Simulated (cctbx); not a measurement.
## What resolution and counting buy: NaLaTl2As2O8

Space group P-3m1 (no. 164), a = 6.2210 Å, b = 6.2210 Å, c = 7.9000 Å, α = 90.00°, β = 90.00°, γ = 120.00°.

| atom | mult. | x | y | z | Ueq (Å²) |
| --- | --- | --- | --- | --- | --- |
| Tl1 | 2 | 2/3 | 1/3 | 0.2945 | 0.0093 |
| La1 | 1 | 0 | 0 | 1/2 | 0.0079 |
| As1 | 2 | 2/3 | 1/3 | 0.7853 | 0.0125 |
| Na1 | 1 | 0 | 0 | 0 | 0.0234 |
| O1 | 6 | 0.3704 | 0.1852 | 0.6942 | 0.0210 |
| O2 | 2 | 2/3 | 1/3 | 0.0136 | 0.0317 |

The model was made for the exercise: a known structure type with other elements put in, its volume estimated, not relaxed; displacement parameters are assumed.

Five simulated data sets (cctbx; Ag Kα, λ = 0.56087 Å; 4 % proportional error) differ in resolution or exposure (noise floor 2 counts in the first three, 8 in the last two). Each is refined with the right model, isotropic at 1.1 Å and anisotropic otherwise. How do the figures of merit and the uncertainties move?

| d min (Å) | top counts | ⟨I/σ⟩ (unmerged, absences included) | unique | param. (scale apart) | Rint | R1 | GooF | largest s.u. xyz (fractional) | s.u. U of O1 (Å²) | largest error (Å) |
| --- | --- | --- | --- | --- | --- | --- | --- | --- | --- | --- |
| 1.1 | 20000 | 18.6 | 100 | 11 | 0.033 | 0.0103 | 1.13 | 0.00123 | 0.0012 | 0.0113 |
| 0.84 | 20000 | 16.9 | 207 | 19 | 0.032 | 0.0085 | 0.85 | 0.00073 | 0.0011 | 0.0023 |
| 0.6 | 20000 | 14.8 | 526 | 19 | 0.036 | 0.0096 | 0.94 | 0.00063 | 0.0007 | 0.0028 |
| 0.75 | 300 | 2.0 | 285 | 19 | 0.277 | 0.0555 | 0.89 | 0.00613 | 0.0105 | 0.0195 |
| 0.75 | 3000 | 8.3 | 285 | 19 | 0.060 | 0.0180 | 0.89 | 0.00156 | 0.0027 | 0.0066 |

The number of reflections grows roughly as 1/d³: 100, 207 and 526 here. R1 follows the noise rather than the truth: at 300 counts it is 0.0555, at 3000 counts 0.0180, while GooF is 0.89 and 0.89: the weights 1/σ² carry the noise. The s.u. of U (U11 where anisotropic) for O1 goes 0.0012, 0.0011, 0.0007 Å² with resolution and 0.0105, 0.0027 Å² with exposure.

Hardware for the 0.6 Å refinement: 0.49 s on 1 thread of Arm Neoverse N1, with other jobs on the host, peak memory 0.09 GiB.
